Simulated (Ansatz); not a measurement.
# How fast states decay through YLuCl6, part 3 of 4

A new crystal, YLuCl6: structure, gap and complex bands. It is built by putting Y for part of the Lu in the LuCl3 structure of space group P6_3/mmc, with the volume rescaled by atomic radii. The parent structure comes from the Materials Project.

Ansatz 0.2.0; r2SCAN DFT, plane waves, PAW files (the session's first sound run).

So far, gap on the k-mesh (eV): step 3 (band edges, r2SCAN) 4.06; step 4 (complex bands, plane (100), k-mesh 4×6×4, r2SCAN) 4.05; step 6 (PBEsol, cutoff 420 eV) 3.47.

The structure was built from a prototype and need not be the compound's stable phase.

## Step 7: Complex bands at another level, cutoff 420 eV

This step: PBEsol DFT, plane waves, PAW files; complex bands by layer matching along the plane's normal (Ansatz 0.2.0).

The complex bands at that level, over its own gap, at (0, 0) and (0, 0.1667).

The input, input.yaml:

```yaml
crystal:
  lattice:
    - [9.497891739, 0.0, 0.0]
    - [0.0, 3.544814328, 0.0]
    - [4.74894587, 0.0, 8.225415528]
  atoms:
    - { symbol: "Y", position: [0.6666666667, 0.25, 0.6666666667] }
    - { symbol: Lu, position: [0.3333333333, 0.75, 0.3333333333] }
    - { symbol: Cl, position: [0.4268982582, 0.75, 0.7865508709] }
    - { symbol: Cl, position: [0.7865508709, 0.75, 0.4268982582] }
    - { symbol: Cl, position: [0.7865508709, 0.75, 0.7865508709] }
    - { symbol: Cl, position: [0.5673498557, 0.25, 0.2163250721] }
    - { symbol: Cl, position: [0.2163250721, 0.25, 0.5673498557] }
    - { symbol: Cl, position: [0.2163250721, 0.25, 0.2163250721] }
kpoints:
  mp_grid: { grid: [4, 6, 4] }
scf:
  occupations: { method: fixed }
hamiltonian:
  xc: pbesol
output:
  eigenvalues: true
  transmission:
    leads: [[0, 0]]
    kpoints: [[0.0, 0.0], [0.0, 0.1667]]
    e_range: [-1.0, 4.47]
    de: 0.14
```

Started as:

```bash
> ansatz run input.yaml --threads 2 --pin off --max-ram 4096MiB --backend cpu --events-out ev --progress --plain --runs-dir out
```

Numbers of over 12 decimals in the logs are rounded to 6 here.

Log:

```text
[...]
Crystal: 8 atoms, lattice volume = 276.935 Å³
Basis set: ecut = 420 eV, 5363 PW (Γ)
Bands: 47, of which v1, the nominal top of the filled ones, is band 39 counted from 1 (38 counted from 0)
Symmetry: 12 space group operations
[...]
k-points: 16 of 96 (time reversal used)
[...]
SCF iter   1: F=—  HF=-24788.819895 eV  |F-HF|=—  |Δ(HF+E_count)|=         —  Δρ=3.99e-3  dr2=7.49e-2  ethr=1.77e-3  ⟨swp⟩=5.2  Hψ=2703  notcnv=0  defer=85
[...]
SCF iter   8: F=-24788.802907 eV  HF=-24788.802907 eV  |F-HF|=3.67e-8  |Δ(HF+E_count)|=   1.29e-7  Δρ=3.44e-6  dr2=4.22e-8  ethr=1.28e-10  ⟨swp⟩=12.4  Hψ=4292  notcnv=0
SCF 1 converged in 8 iterations: F = -24788.802907 eV  dr2 = 4.22e-8
[...]
transmission: 13 of 26 steps passed
transmission: 26 of 26 steps passed
SCF converged after 8 iterations
Free energy (F): -24788.802907 eV
[...]
Internal energy: -24788.802907 eV  (E = F + TS)
E sigma→0 (E₀):  -24788.802907 eV
Fermi energy:    0.648185 eV
[...]
--- Band table (eV; the first three rows and the last of 16) ---
  k-point 0: bands = [... 35 lower, 0.0327, 0.1111, 0.2943, 0.6431, 4.1214, 4.5418, 6.0702, 6.0702, ... 4 higher]
  k-point 1: bands = [... 35 lower, 0.0854, 0.1287, 0.2784, 0.5464, 4.1839, 4.5179, 6.0814, 6.0866, ... 4 higher]
  k-point 2: bands = [... 35 lower, 0.1512, 0.1629, 0.2577, 0.3842, 4.2607, 4.4795, 6.0933, 6.1061, ... 4 higher]
  k-point 15: bands = [... 35 lower, 0.1351, 0.1723, 0.4501, 0.4701, 5.6273, 5.7223, 5.8470, 5.9636, ... 4 higher]
--- Transmission ---
  basis      : 285 plane waves across, 13 finite elements along
  points     : 2, as listed
[...]
crystal 0  : Cl6Lu1Y1, at the sites [0, 0], period 8.2254 Å: whole cells are its period
[...]
channels       : 0.000000e0 a spin
[...]
slowest decay  : 0.4886 /Å at (0.0000, 0.0000)
```

Elapsed: 65 s, on 2 threads of Intel Xeon Platinum 8488C (Sapphire Rapids), shared host; peak memory 1.2 GiB; 1.7 min of CPU time.

Numbers from this step:

```
free energy                                               : -24788.8029 eV
Fermi energy                                              : 0.6482 eV
gap on the k-mesh                                         : 3.473 eV
level to which the leads are filled                       : 1.737 eV from the Fermi level
decay constant at the filling level, zone centre          : 0.4886 Å⁻¹
decay constant at the filling level, slowest listed point : 0.4886 Å⁻¹
```

K parallel (0, 0); values up to 1.5 1/Å, a degenerate pair printed once or twice; energies at which all values exceed this have no row. Im kz of the slowest decaying states against energy, zero at the highest filled level on the SCF mesh:

```
energy (eV)  decay 1 (Å⁻¹)  decay 2 (Å⁻¹)  decay 3 (Å⁻¹)  decay 4 (Å⁻¹)
      -1.00         0.0685          0.188          0.428          0.723
      -0.58         0.0663          0.171          0.257          0.276
      -0.16          0.357          0.505          0.510          0.545
      -0.02          0.385          0.575          0.579          0.614
       0.12          0.204          0.408          0.605          0.627
       0.54          0.397          0.454          0.658          0.690
       0.96          0.479          0.502          0.675          0.689
       1.38          0.490          0.578          0.654          0.707
       1.80          0.489          0.627          0.640          0.717
       2.08          0.481          0.607          0.676          0.719
       2.50          0.454          0.571          0.717          0.726
       2.92          0.394          0.535          0.708          0.770
       3.34          0.235          0.499          0.691          0.807
       3.62         0.0483          0.472          0.672          0.787
       4.04          0.435          0.607          0.631          0.800
       4.46          0.416          0.501          0.665          0.747
```

K parallel (0, 0.1667); values up to 1.5 1/Å, a degenerate pair printed once or twice; energies at which all values exceed this have no row. Table of Im kz of the slowest decaying states by energy, zero at the highest filled level on the SCF mesh:

```
energy (eV)  decay 1 (Å⁻¹)  decay 2 (Å⁻¹)  decay 3 (Å⁻¹)  decay 4 (Å⁻¹)
      -1.00         0.0584          0.201          0.253          0.432
      -0.72          0.211          0.305          0.538           1.06
      -0.44         0.0681          0.283          0.313          0.539
      -0.16          0.401          0.543          0.626          0.715
      -0.02          0.434          0.608          0.654          0.710
       0.12          0.206          0.461          0.660          0.676
       0.40          0.356          0.500          0.711          0.725
       0.68          0.444          0.526          0.728          0.735
       0.96          0.508          0.545          0.727          0.753
       1.24          0.557          0.558          0.721          0.767
       1.52          0.564          0.598          0.710          0.776
       1.80          0.567          0.631          0.696          0.782
       1.94          0.567          0.645          0.688          0.784
       2.22          0.564          0.668          0.669          0.786
       2.50          0.557          0.646          0.689          0.786
       2.78          0.545          0.620          0.704          0.784
       3.06          0.522          0.595          0.715          0.780
       3.34          0.485          0.571          0.721          0.772
       3.62          0.423          0.551          0.723          0.762
       3.90          0.316          0.530          0.720          0.745
       4.18          0.509          0.714          0.716          0.842
       4.46          0.181          0.483          0.659          0.703
```

At the listed wavevectors the last open channel is at -0.02 eV and the next at +3.48 eV on the grid. At +1.80 eV, the grid energy nearest the filling level (the middle of the gap on the SCF mesh), the slowest state at the listed wavevectors decays with κ = 0.489 Å⁻¹, its amplitude falling by e over 2.0 Å; the first such run, plane (100), gave 0.515 Å⁻¹.

## Step 8: A repeat with changed settings: output.transmission.temperature = 77.0

This step: r2SCAN DFT, plane waves, PAW files; complex bands by layer matching along the plane's normal; changed: output.transmission.temperature = 77.0 (Ansatz 0.2.0).

This run repeats an earlier one, its twin (the complex run, plane (100)), with one setting changed (output.transmission.temperature; files written aside). It is meant to test how the leads' temperature enters. Where the input is shown as a difference, that is against the step before, not the twin.

input.yaml, as its differences from that of step 7:

```diff
@@ -19,3 +19,3 @@
 hamiltonian:
-  xc: pbesol
+  xc: r2scan
 output:
@@ -25,3 +25,4 @@
     kpoints: [[0.0, 0.0], [0.0, 0.1667]]
-    e_range: [-1.0, 4.47]
-    de: 0.14
+    e_range: [-1.0, 5.05]
+    de: 0.15
+    temperature: 77.0
```

Log:

```text
[...]
Crystal: 8 atoms, lattice volume = 276.935 Å³
Basis set: ecut = 500 eV, 7081 PW (Γ), exchange–correlation on 288×108×288 points (64 copies of the dense FFT grid, shifted against one another)
Bands: 47, of which v1, the nominal top of the filled ones, is band 39 counted from 1 (38 counted from 0)
Symmetry: 12 space group operations
[...]
k-points: 16 of 96 (time reversal used)
[...]
SCF iter   1: F=—  HF=-25124.483380 eV  |F-HF|=—  |Δ(HF+E_count)|=         —  Δρ=5.17e-3  dr2=6.84e-2  dr2_τ=5.54e-2  ethr=1.77e-3  ⟨swp⟩=5.0  Hψ=2434  notcnv=0  defer=81
[...]
SCF iter   8: F=-25124.546654 eV  HF=-25124.546654 eV  |F-HF|=1.47e-8  |Δ(HF+E_count)|=   2.41e-7  Δρ=2.10e-6  dr2=1.42e-8  dr2_τ=2.80e-9  ethr=1.28e-10  ⟨swp⟩=11.1  Hψ=2708  notcnv=0
SCF 1 converged in 8 iterations: F = -25124.546654 eV  dr2 = 1.42e-8
[...]
transmission: 14 of 28 steps passed
transmission: 28 of 28 steps passed
SCF converged after 8 iterations
Free energy (F): -25124.546654 eV
[...]
Internal energy: -25124.546654 eV  (E = F + TS)
E sigma→0 (E₀):  -25124.546654 eV
Fermi energy:    0.305433 eV
[...]
--- Band table (eV; the first three rows and the last of 16) ---
  k-point 0: bands = [... 35 lower, -0.3078, -0.2505, -0.0637, 0.3003, 4.3596, 4.8194, 6.3266, 6.3266, ... 4 higher]
  k-point 1: bands = [... 35 lower, -0.2579, -0.2329, -0.0795, 0.2038, 4.4253, 4.7921, 6.3364, 6.3451, ... 4 higher]
  k-point 2: bands = [... 35 lower, -0.2105, -0.1837, -0.1000, 0.0416, 4.5065, 4.7494, 6.3468, 6.3663, ... 4 higher]
  k-point 15: bands = [... 35 lower, -0.2110, -0.1751, 0.1073, 0.1266, 5.8333, 5.9287, 6.0497, 6.1664, ... 4 higher]
--- Transmission ---
  basis      : 355 plane waves across, 14 finite elements along
  points     : 2, as listed
[...]
crystal 0  : Cl6Lu1Y1, at the sites [0, 0], period 8.2254 Å: whole cells are its period
[...]
channels       : 0.000000e0 a spin
[...]
slowest decay  : 0.5154 /Å at (0.0000, 0.0000)
```

It took 1.8 min on 2 threads; peak memory 2 GiB.

Numbers from this step:

```
free energy                                               : -25124.5467 eV
Fermi energy                                              : 0.3054 eV
gap on the k-mesh                                         : 4.054 eV
level to which the leads are filled                       : 2.027 eV from the Fermi level
decay constant at the filling level, zone centre          : 0.5154 Å⁻¹
decay constant at the filling level, slowest listed point : 0.5154 Å⁻¹
```

K parallel (0, 0); values up to 1.5 1/Å, a degenerate pair printed once or twice; energies at which all values exceed this have no row. The Im kz of the slowest decaying states by energy, zero at the highest filled level on the SCF mesh:

```
energy (eV)  decay 1 (Å⁻¹)  decay 2 (Å⁻¹)  decay 3 (Å⁻¹)  decay 4 (Å⁻¹)
      -1.00         0.0241         0.0707          0.185          0.427
      -0.70          0.148          0.223          0.420          0.742
      -0.40         0.0789          0.291          0.341          0.461
      -0.10          0.378          0.540          0.568          0.569
       0.05          0.138          0.406          0.601          0.602
       0.20          0.258          0.429          0.627          0.653
       0.50          0.385          0.463          0.665          0.723
       0.80          0.469          0.487          0.692          0.716
       1.10          0.502          0.533          0.706          0.711
       1.40          0.512          0.585          0.694          0.724
       1.70          0.516          0.631          0.680          0.733
       2.00          0.515          0.663          0.672          0.738
       2.30          0.510          0.644          0.710          0.741
       2.60          0.498          0.623          0.740          0.746
       2.90          0.478          0.600          0.737          0.781
       3.20          0.445          0.577          0.731          0.813
       3.50          0.393          0.553          0.723          0.842
       3.80          0.299          0.530          0.710          0.862
       4.10          0.505          0.692          0.830          0.837
       4.40          0.122          0.473          0.663          0.764
       4.70          0.460          0.602          0.650          0.762
       5.00          0.450          0.516          0.653          0.730
```

K parallel (0, 0.1667); values up to 1.5 1/Å, a degenerate pair printed once or twice; energies at which all values exceed this have no row. The Im kz of the slowest decaying states by energy, zero at the highest filled level on the SCF mesh:

```
energy (eV)  decay 1 (Å⁻¹)  decay 2 (Å⁻¹)  decay 3 (Å⁻¹)  decay 4 (Å⁻¹)
      -1.00          0.195          0.229          0.426          0.585
      -0.70          0.216          0.310          0.558           1.00
      -0.55          0.157          0.486          0.631           1.05
      -0.25         0.0303          0.379          0.490          0.610
      -0.10          0.423          0.572          0.646          0.736
       0.05          0.136          0.456          0.635          0.674
       0.20          0.263          0.482          0.686          0.696
       0.50          0.394          0.521          0.731          0.752
       0.65          0.440          0.536          0.744          0.755
       0.95          0.511          0.558          0.756          0.766
       1.10          0.540          0.566          0.755          0.774
       1.40          0.579          0.589          0.749          0.788
       1.70          0.586          0.630          0.740          0.797
       1.85          0.588          0.647          0.734          0.801
       2.15          0.590          0.678          0.719          0.806
       2.30          0.589          0.691          0.710          0.808
       2.60          0.584          0.691          0.715          0.809
       2.90          0.575          0.669          0.734          0.808
       3.05          0.568          0.658          0.742          0.807
       3.35          0.549          0.634          0.755          0.803
       3.50          0.536          0.622          0.760          0.801
       3.80          0.498          0.600          0.766          0.794
       4.10          0.440          0.579          0.768          0.784
       4.25          0.398          0.569          0.768          0.777
       4.55          0.258          0.548          0.759          0.763
       4.70          0.537          0.744          0.759          0.836
       5.00          0.185          0.513          0.694          0.749
```

The temperature enters the conductance and not T(E) itself. No conductance was computed here for it to change.

(Continued in part 4 of 4.)

[Logs are printed without paths, hosts, clocks, repeated set-up lines and the standing remarks that a program may print on its own settings, such as how far it seeks lower states.]

[Hosts, paths, dates, database ids (printed as entryN), source tags and the programs' standing remarks are cut or masked in the printed files.]
